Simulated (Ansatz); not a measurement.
# Sc3SnC (Pm-3m): Grüneisen parameters

Does Sc3SnC (Pm-3m) expand much on heating, by its phonons?

Main program and level: Ansatz 0.2.0; DFT PBEsol, scalar-relativistic, plane waves, PAW; PAW set soft_1.

Report form: the programs' logs are mostly left out.

### Step 1. Starting point

The structure is cubic, space group Pm-3m (No. 221). Conventional cell: a = 4.481 Å, b = 4.481 Å, c = 4.481 Å, α = 90.00°, β = 90.00°, γ = 90.00°. Nearest to Sc lie 2 C at 2.24 Å and 8 Sc at 3.17 Å and 4 Sn at 3.17 Å. Nearest to Sn lie 12 Sc at 3.17 Å. C has 6 Sc at 2.24 Å nearest. Farther neighbours are not listed.

### Step 2. Response at finite wavevector

The cell comes from relaxations at this level that are not shown. Stability and thermal properties need the whole zone. Linear response on a 4×4×4 q mesh gives force constants as far as a supercell of that size would.

Contents of input.yaml:

```yaml
crystal:
  lattice:
    - [4.4810787021, 0.0, 0.0]
    - [0.0, 4.4810787021, 0.0]
    - [0.0, 0.0, 4.4810787021]
  atoms:
    - { symbol: Sc, position: [0.0, 0.5, 0.5] }
    - { symbol: Sc, position: [0.5, 0.5, 0.0] }
    - { symbol: Sc, position: [0.5, 0.0, 0.5] }
    - { symbol: Sn, position: [0.0, 0.0, 0.0] }
    - { symbol: C, position: [0.5, 0.5, 0.5] }
kpoints:
  mp_grid: { grid: [8, 8, 8] }
hamiltonian:
  xc: pbesol
  pseudopotentials: { kind: paw, azcp: { folder: soft_1 }, xc_functional: pbe }
scf:
  occupations: { method: methfessel_paxton, width: 0.2 }
output:
  eigenvalues: true
phonons:
  method: dfpt
  qmesh: [4, 4, 4]
  temperatures: { t_max: 1000, t_step: 50 }
  qpath:
    path:
      - [[0.0, 0.0, 0.0], [0.0, 0.5, 0.0], [0.5, 0.5, 0.0], [0.0, 0.0, 0.0], [0.5, 0.5, 0.5], [0.0, 0.5, 0.0]]
      - [[0.5, 0.5, 0.5], [0.5, 0.5, 0.0]]
    npoints: 10
```

The run is started by

```
$ ansatz run input.yaml --threads 4 --pin off --max-ram 10240MiB --backend cpu --events-out ev --progress --plain --runs-dir out
```

It took 16 min on 4 threads of Arm Neoverse V2, shared host; peak memory 3.6 GiB.

Numbers from this step:

```
volume per atom                                            : 18.00 Å³
gap on the k-mesh                                          : 0 eV
sum-rule residual before enforcement                       : 8.78e-5 eV/Å²
lowest frequency on the path                               : 0 cm⁻¹
point group                                                : m-3m
highest frequency on the path or at a solved wavevector    : 562.6 cm⁻¹
mean frequency                                             : 256.8 cm⁻¹
Debye temperature (second moment)                          : 551 K
logarithmic mean frequency                                 : 219.3 cm⁻¹
highest optical mode at the zone centre (no LO-TO term)    : 515.5 cm⁻¹
lowest optical zone-centre mode                            : 145.5 cm⁻¹
lowest mode on the q mesh (acoustic modes at Γ apart)      : 70.54 cm⁻¹
zero-point energy per atom                                 : 47.76 meV
heat capacity at 300 K                                     : 21.51 J/(mol atoms K)
vibrational entropy at 300 K                               : 25.58 J/(mol atoms K)
edges of the widest gap between branches, on path and mesh : 379.1, 506.2 cm⁻¹
```

Frequencies (cm⁻¹) solved at each irreducible wavevector; negative means imaginary. Frequencies by wavevector, by row:

| q in reciprocal lattice units | star | mode 1 | mode 2 | mode 3 | mode 4 | mode 13 | mode 14 | mode 15 |
| --- | --- | --- | --- | --- | --- | --- | --- | --- |
| 0 0 0 | 1 | 0 | 0 | 0 | 145.5 | 515.5 | 515.5 | 515.5 |
| 0 0 0.25 | 6 | 70.5 | 70.5 | 99.6 | 148.6 | 511.4 | 511.4 | 527.2 |
| 0 0 -0.5 | 3 | 105.7 | 105.7 | 123.1 | 150.2 | 506.2 | 506.2 | 562.5 |
| 0 0.25 0.25 | 12 | 88 | 91.3 | 115.1 | 156.4 | 512.7 | 521.7 | 528.3 |
| 0 0.25 -0.5 | 12 | 105.2 | 110.6 | 115.2 | 141.1 | 512.3 | 523.7 | 552 |
| 0 -0.5 -0.5 | 3 | 107.3 | 110.7 | 110.7 | 116.6 | 511.5 | 541.2 | 541.2 |
| 0.25 0.25 0.25 | 8 | 99.8 | 99.8 | 120.4 | 150.7 | 521.6 | 521.6 | 525 |
| 0.25 0.25 -0.5 | 12 | 109.2 | 110.5 | 114.7 | 146.4 | 521 | 521 | 542.2 |
| 0.25 -0.5 -0.5 | 6 | 112 | 112 | 114.1 | 121.8 | 514.9 | 532.4 | 532.4 |
| -0.5 -0.5 -0.5 | 1 | 113 | 113 | 113 | 134.4 | 532.7 | 532.7 | 532.7 |

Symmetry leaves 10 wavevectors to solve. The lowest mode among them, the acoustic zeros apart, lies at q = (0, 0, 0.25) and is real, 70.5 cm⁻¹.

### Step 3. Relaxing at another volume, volume ratio 0.97

The volume is scaled by 0.97 and held; symmetry leaves nothing to relax, so this is a single point. The modes can then be followed against volume.

input.yaml, the sections that differ from step 2:

```yaml
crystal:
  lattice:
    - [4.435812186, 0.0, 0.0]
    - [0.0, 4.435812186, 0.0]
    - [0.0, 0.0, 4.435812186]
  atoms:
    - { symbol: Sc, position: [0.0, 0.5, 0.5] }
    - { symbol: Sc, position: [0.5, 0.5, 0.0] }
    - { symbol: Sc, position: [0.5, 0.0, 0.5] }
    - { symbol: Sn, position: [0.0, 0.0, 0.0] }
    - { symbol: C, position: [0.5, 0.5, 0.5] }
output:
  forces: true
  stress: true
  eigenvalues: true
# kpoints, hamiltonian, scf: as in step 2
# phonons: removed
```

The job ended after 1.4 s (4 threads; peak memory 0.43 GiB; 5 s of CPU time).

This step gave:

```
pressure        : 3.530 GPa
volume per atom : 17.46 Å³
```

The run ends at a pressure of 3.53 GPa.

### Step 4. Phonons at the other volume, volume ratio 0.97

The phonons are repeated at this volume on the same k and q meshes.

Changes to input.yaml since step 3:

```diff
@@ -19,4 +19,11 @@
 output:
-  forces: true
-  stress: true
   eigenvalues: true
+phonons:
+  method: dfpt
+  qmesh: [4, 4, 4]
+  temperatures: { t_max: 1000, t_step: 50 }
+  qpath:
+    path:
+      - [[0.0, 0.0, 0.0], [0.0, 0.5, 0.0], [0.5, 0.5, 0.0], [0.0, 0.0, 0.0], [0.5, 0.5, 0.5], [0.0, 0.5, 0.0]]
+      - [[0.5, 0.5, 0.5], [0.5, 0.5, 0.0]]
+    npoints: 10
```

Run time: 16 min. Hardware: 4 threads; peak memory 3.5 GiB; 62 min of CPU time.

This step gave:

```yaml
sum_rule_residual_before_enforcement: 6.12e-5 eV/Å²
highest_frequency_on_the_path_or_at_a_solved_wavevector: 583.9 cm⁻¹
mean_frequency: 267.7 cm⁻¹
debye_temperature_second_moment: 575 K
logarithmic_mean_frequency: 228.2 cm⁻¹
highest_optical_mode_at_the_zone_centre_no_lo_to_term: 542.3 cm⁻¹
lowest_optical_zone_centre_mode: 153.7 cm⁻¹
lowest_mode_on_the_q_mesh_acoustic_modes_at_gamma_apart: 72.69 cm⁻¹
zero_point_energy_per_atom: 49.78 meV
heat_capacity_at_300_k: 21.26 J/(mol atoms K)
vibrational_entropy_at_300_k: 24.74 J/(mol atoms K)
edges_of_the_widest_gap_between_branches_on_path_and_mesh: 396.4, 532.7 cm⁻¹
```

Frequencies (cm⁻¹) solved at each irreducible wavevector; negative means imaginary. Frequencies by wavevector, by row:

| q in reciprocal lattice units | star | mode 1 | mode 2 | mode 3 | mode 4 | mode 13 | mode 14 | mode 15 |
| --- | --- | --- | --- | --- | --- | --- | --- | --- |
| 0 0 0 | 1 | 0 | 0 | 0 | 153.7 | 542.3 | 542.3 | 542.3 |
| 0 0 0.25 | 6 | 72.7 | 72.7 | 104 | 156.4 | 538.1 | 538.1 | 550.7 |
| 0 0 -0.5 | 3 | 109.9 | 109.9 | 128.9 | 156 | 532.7 | 532.7 | 583.9 |
| 0 0.25 0.25 | 12 | 90.8 | 94.7 | 120.3 | 164 | 539.6 | 545.8 | 551.9 |
| 0 0.25 -0.5 | 12 | 108.4 | 115.6 | 119.7 | 146.6 | 539.5 | 547.8 | 573.6 |
| 0 -0.5 -0.5 | 3 | 111.5 | 114.2 | 114.2 | 122.7 | 539 | 562.9 | 562.9 |
| 0.25 0.25 0.25 | 8 | 103.1 | 103.1 | 126.3 | 157.7 | 545.9 | 545.9 | 548.9 |
| 0.25 0.25 -0.5 | 12 | 112.7 | 114.6 | 118.9 | 152.9 | 545.5 | 545.8 | 563.8 |
| 0.25 -0.5 -0.5 | 6 | 115.4 | 115.4 | 118.4 | 126.1 | 539.8 | 554.2 | 554.2 |
| -0.5 -0.5 -0.5 | 1 | 116.1 | 116.1 | 116.1 | 138.7 | 554.8 | 554.8 | 554.8 |

The highest optical mode at the zone centre (no LO-TO term) is 542.3 cm⁻¹, +26.8 cm⁻¹ against the base run.

### Step 5. Relaxing at another volume, volume ratio 1.03

The volume is scaled by 1.03 and held; symmetry leaves nothing to relax, so this is a single point. The modes can then be followed against volume.

input.yaml, the sections that differ from step 4:

```yaml
crystal:
  lattice:
    - [4.5254487035, 0.0, 0.0]
    - [0.0, 4.5254487035, 0.0]
    - [0.0, 0.0, 4.5254487035]
  atoms:
    - { symbol: Sc, position: [0.0, 0.5, 0.5] }
    - { symbol: Sc, position: [0.5, 0.5, 0.0] }
    - { symbol: Sc, position: [0.5, 0.0, 0.5] }
    - { symbol: Sn, position: [0.0, 0.0, 0.0] }
    - { symbol: C, position: [0.5, 0.5, 0.5] }
output:
  forces: true
  stress: true
  eigenvalues: true
# kpoints, hamiltonian, scf: as in step 4
# phonons: removed
```

Elapsed: 1.5 s, on 4 threads; peak memory 0.44 GiB.

This step gave:

```
pressure        : -3.035 GPa
volume per atom : 18.54 Å³
```

The run ends at a pressure of -3.03 GPa.

### Step 6. Phonons at the other volume, volume ratio 1.03

Changes to input.yaml since step 5:

```diff
@@ -19,4 +19,11 @@
 output:
-  forces: true
-  stress: true
   eigenvalues: true
+phonons:
+  method: dfpt
+  qmesh: [4, 4, 4]
+  temperatures: { t_max: 1000, t_step: 50 }
+  qpath:
+    path:
+      - [[0.0, 0.0, 0.0], [0.0, 0.5, 0.0], [0.5, 0.5, 0.0], [0.0, 0.0, 0.0], [0.5, 0.5, 0.5], [0.0, 0.5, 0.0]]
+      - [[0.5, 0.5, 0.5], [0.5, 0.5, 0.0]]
+    npoints: 10
```

The job ended after 18 min (4 threads; peak memory 3.7 GiB).

This step gave:

| Property | Result |
| --- | --- |
| sum-rule residual before enforcement | 7.73e-5 eV/Å² |
| highest frequency on the path or at a solved wavevector | 541.9 cm⁻¹ |
| mean frequency | 246.3 cm⁻¹ |
| Debye temperature (second moment) | 527 K |
| logarithmic mean frequency | 210.7 cm⁻¹ |
| highest optical mode at the zone centre (no LO-TO term) | 489.8 cm⁻¹ |
| lowest optical zone-centre mode | 137.5 cm⁻¹ |
| lowest mode on the q mesh (acoustic modes at Γ apart) | 68.44 cm⁻¹ |
| zero-point energy per atom | 45.81 meV |
| heat capacity at 300 K | 21.74 J/(mol atoms K) |
| vibrational entropy at 300 K | 26.44 J/(mol atoms K) |
| edges of the widest gap between branches, on path and mesh | 362.5, 480.6 cm⁻¹ |

Frequencies (cm⁻¹) solved at each irreducible wavevector; negative means imaginary. Frequencies by wavevector, by row:

| q in reciprocal lattice units | star | mode 1 | mode 2 | mode 3 | mode 4 | mode 13 | mode 14 | mode 15 |
| --- | --- | --- | --- | --- | --- | --- | --- | --- |
| 0 0 0 | 1 | 0 | 0 | 0 | 137.5 | 489.8 | 489.8 | 489.8 |
| 0 0 0.25 | 6 | 68.4 | 68.4 | 95.3 | 141 | 485.8 | 485.8 | 504.6 |
| 0 0 -0.5 | 3 | 101.4 | 101.4 | 117.5 | 144.5 | 480.6 | 480.6 | 541.9 |
| 0 0.25 0.25 | 12 | 85.2 | 88.1 | 110.1 | 149.1 | 486.9 | 498.6 | 505.8 |
| 0 0.25 -0.5 | 12 | 102 | 105.7 | 110.7 | 135.7 | 486.2 | 500.5 | 531.2 |
| 0 -0.5 -0.5 | 3 | 103.3 | 107.1 | 107.1 | 110.9 | 485.1 | 520.2 | 520.2 |
| 0.25 0.25 0.25 | 8 | 96.6 | 96.6 | 114.8 | 143.9 | 498.3 | 498.3 | 502.1 |
| 0.25 0.25 -0.5 | 12 | 105.6 | 106.5 | 110.6 | 140.2 | 497.2 | 497.6 | 521.2 |
| 0.25 -0.5 -0.5 | 6 | 108.6 | 108.6 | 109.9 | 117.8 | 490.9 | 511.3 | 511.3 |
| -0.5 -0.5 -0.5 | 1 | 109.8 | 109.8 | 109.8 | 130.3 | 511.4 | 511.4 | 511.4 |

The highest optical mode at the zone centre (no LO-TO term) is 489.8 cm⁻¹, -25.7 cm⁻¹ against the base run.

### Step 7. Grüneisen parameters

The Grüneisen parameter of a mode is minus the logarithmic change of its frequency with volume, −d ln ω / d ln V; weighted by heat capacity it gives the expansion.

Numbers from this step:

| Item | Value |
| --- | --- |
| bulk modulus | 109.4 GPa |

Phonon branches along the path, in cm⁻¹:

| point | branch 1 | branch 2 | branch 3 | branch 4 | branch 12 | branch 13 | branch 14 | branch 15 |
| --- | --- | --- | --- | --- | --- | --- | --- | --- |
| Γ | 0 | 0 | 0 | 146 | 275 | 516 | 516 | 516 |
| halfway | 70 | 70 | 100 | 149 | 291 | 511 | 511 | 527 |
| X | 106 | 106 | 123 | 150 | 314 | 506 | 506 | 563 |
| halfway | 105 | 111 | 115 | 141 | 329 | 512 | 524 | 552 |
| M | 107 | 111 | 111 | 117 | 348 | 512 | 541 | 541 |
| halfway | 88 | 91 | 115 | 156 | 304 | 513 | 522 | 528 |
| Γ | 0 | 0 | 0 | 146 | 275 | 516 | 516 | 516 |
| halfway | 100 | 100 | 120 | 151 | 315 | 522 | 522 | 525 |
| R | 113 | 113 | 113 | 134 | 379 | 533 | 533 | 533 |
| halfway | 109 | 110 | 115 | 146 | 338 | 521 | 521 | 542 |
| X | 106 | 106 | 123 | 150 | 314 | 506 | 506 | 563 |
| jump to R | 113 | 113 | 113 | 134 | 379 | 533 | 533 | 533 |
| halfway | 112 | 112 | 114 | 122 | 357 | 515 | 532 | 532 |
| M | 107 | 111 | 111 | 117 | 348 | 512 | 541 | 541 |

The same for volume x 0.97:

| point | branch 1 | branch 2 | branch 3 | branch 4 | branch 12 | branch 13 | branch 14 | branch 15 |
| --- | --- | --- | --- | --- | --- | --- | --- | --- |
| Γ | 0 | 0 | 0 | 154 | 283 | 542 | 542 | 542 |
| X | 110 | 110 | 129 | 156 | 330 | 533 | 533 | 584 |
| M | 112 | 114 | 114 | 123 | 365 | 539 | 563 | 563 |
| Γ | 0 | 0 | 0 | 154 | 283 | 542 | 542 | 542 |
| R | 116 | 116 | 116 | 139 | 396 | 555 | 555 | 555 |
| X | 110 | 110 | 129 | 156 | 330 | 533 | 533 | 584 |
| R | 116 | 116 | 116 | 139 | 396 | 555 | 555 | 555 |
| M | 112 | 114 | 114 | 123 | 365 | 539 | 563 | 563 |

The same for volume x 1.03:

| point | branch 1 | branch 2 | branch 3 | branch 4 | branch 12 | branch 13 | branch 14 | branch 15 |
| --- | --- | --- | --- | --- | --- | --- | --- | --- |
| Γ | 0 | 0 | 0 | 138 | 267 | 490 | 490 | 490 |
| X | 101 | 101 | 118 | 144 | 298 | 481 | 481 | 542 |
| M | 103 | 107 | 107 | 111 | 333 | 485 | 520 | 520 |
| Γ | 0 | 0 | 0 | 138 | 267 | 490 | 490 | 490 |
| R | 110 | 110 | 110 | 130 | 362 | 511 | 511 | 511 |
| X | 101 | 101 | 118 | 144 | 298 | 481 | 481 | 542 |
| R | 110 | 110 | 110 | 130 | 362 | 511 | 511 | 511 |
| M | 103 | 107 | 107 | 111 | 333 | 485 | 520 | 520 |

Mode Grueneisen parameter -dln(w)/dln(V), modes matched by rank; at Γ the acoustic branches take the value of a neighbouring point of the path. Mode grüneisen parameters along the path, in :

| point | branch 1 | branch 2 | branch 3 | branch 4 | branch 12 | branch 13 | branch 14 | branch 15 |
| --- | --- | --- | --- | --- | --- | --- | --- | --- |
| Γ | 0.88 | 0.88 | 1.63 | 1.84 | 0.98 | 1.70 | 1.70 | 1.70 |
| halfway | 1.02 | 1.02 | 1.46 | 1.73 | 1.34 | 1.70 | 1.70 | 1.46 |
| X | 1.34 | 1.34 | 1.54 | 1.28 | 1.74 | 1.71 | 1.71 | 1.24 |
| halfway | 1.01 | 1.49 | 1.30 | 1.29 | 1.53 | 1.73 | 1.50 | 1.28 |
| M | 1.27 | 1.07 | 1.07 | 1.68 | 1.55 | 1.76 | 1.31 | 1.31 |
| halfway | 1.06 | 1.20 | 1.48 | 1.59 | 1.28 | 1.71 | 1.51 | 1.45 |
| Γ | 0.86 | 1.46 | 1.41 | 1.84 | 0.98 | 1.70 | 1.70 | 1.70 |
| halfway | 1.09 | 1.09 | 1.61 | 1.52 | 1.23 | 1.52 | 1.52 | 1.48 |
| R | 0.93 | 0.93 | 0.93 | 1.04 | 1.49 | 1.36 | 1.36 | 1.36 |
| halfway | 1.08 | 1.22 | 1.21 | 1.44 | 1.45 | 1.54 | 1.54 | 1.31 |
| X | 1.34 | 1.34 | 1.54 | 1.28 | 1.74 | 1.71 | 1.71 | 1.24 |
| jump to R | 0.93 | 0.93 | 0.93 | 1.04 | 1.49 | 1.36 | 1.36 | 1.36 |
| halfway | 1.01 | 1.01 | 1.24 | 1.13 | 1.50 | 1.58 | 1.34 | 1.34 |
| M | 1.27 | 1.07 | 1.07 | 1.68 | 1.55 | 1.76 | 1.31 | 1.31 |

(dS/dlnV)/C_V. Table of thermodynamic Grueneisen parameter by temperature:

| temperature (K) | thermodynamic Grueneisen parameter |
| --- | --- |
| 50 | 1.27 |
| 100 | 1.28 |
| 150 | 1.30 |
| 200 | 1.31 |
| 250 | 1.32 |
| 300 | 1.32 |
| 350 | 1.32 |
| 400 | 1.33 |
| 450 | 1.33 |
| 500 | 1.33 |
| 550 | 1.33 |
| 600 | 1.33 |
| 650 | 1.33 |
| 700 | 1.33 |
| 750 | 1.33 |
| 800 | 1.33 |
| 850 | 1.33 |
| 900 | 1.33 |
| 950 | 1.33 |
| 1000 | 1.33 |

Gamma C_V/(B V) at the static volume. Volume expansion against temperature:

| temperature (K) | volume expansion (1e-6/K) |
| --- | --- |
| 50 | 4.47 |
| 100 | 12.4 |
| 150 | 17.4 |
| 200 | 20.6 |
| 250 | 22.6 |
| 300 | 24.0 |
| 350 | 24.9 |
| 400 | 25.6 |
| 450 | 26.0 |
| 500 | 26.4 |
| 550 | 26.7 |
| 600 | 26.9 |
| 650 | 27.1 |
| 700 | 27.2 |
| 750 | 27.3 |
| 800 | 27.4 |
| 850 | 27.5 |
| 900 | 27.5 |
| 950 | 27.6 |
| 1000 | 27.6 |

### Step 8. Outcome

| Quantity | Value |
| --- | --- |
| bulk modulus | 109 GPa |
| thermodynamic Grüneisen parameter at 300 K | 1.321 |
| volume expansion at 300 K, estimated | 23.96 × 10⁻⁶ K⁻¹ |

**Reading.** By this estimate the volume grows by 24.0 × 10⁻⁶ per kelvin at 300 K. The highest optical mode at Γ goes from 542 to 490 cm⁻¹ as the cell grows, a Grüneisen parameter of 1.70. Mode parameters on the path run from 0.58 to 2.0, with a median of 1.3. Branches are matched by rank, so values near crossings are rough. The expansion is the Grüneisen estimate at the static volume, with the static bulk modulus. With no gap, or one that is small against the smearing, the frequencies hang on the k mesh and the smearing, most of all near Kohn anomalies. The phonon runs are without spin polarisation, although the cell has an odd electron count. Spin-orbit coupling is left out, which can matter for the heavy elements here. The PAW files were made for PBE and serve the other functionals too.

[Logs are printed without paths, hosts, clocks, repeated set-up lines and the standing remarks that a program may print on its own settings, such as how far it seeks lower states.]

[Hosts, paths, dates, database ids (printed as entryN), source tags and the programs' standing remarks are cut or masked in the printed files.]
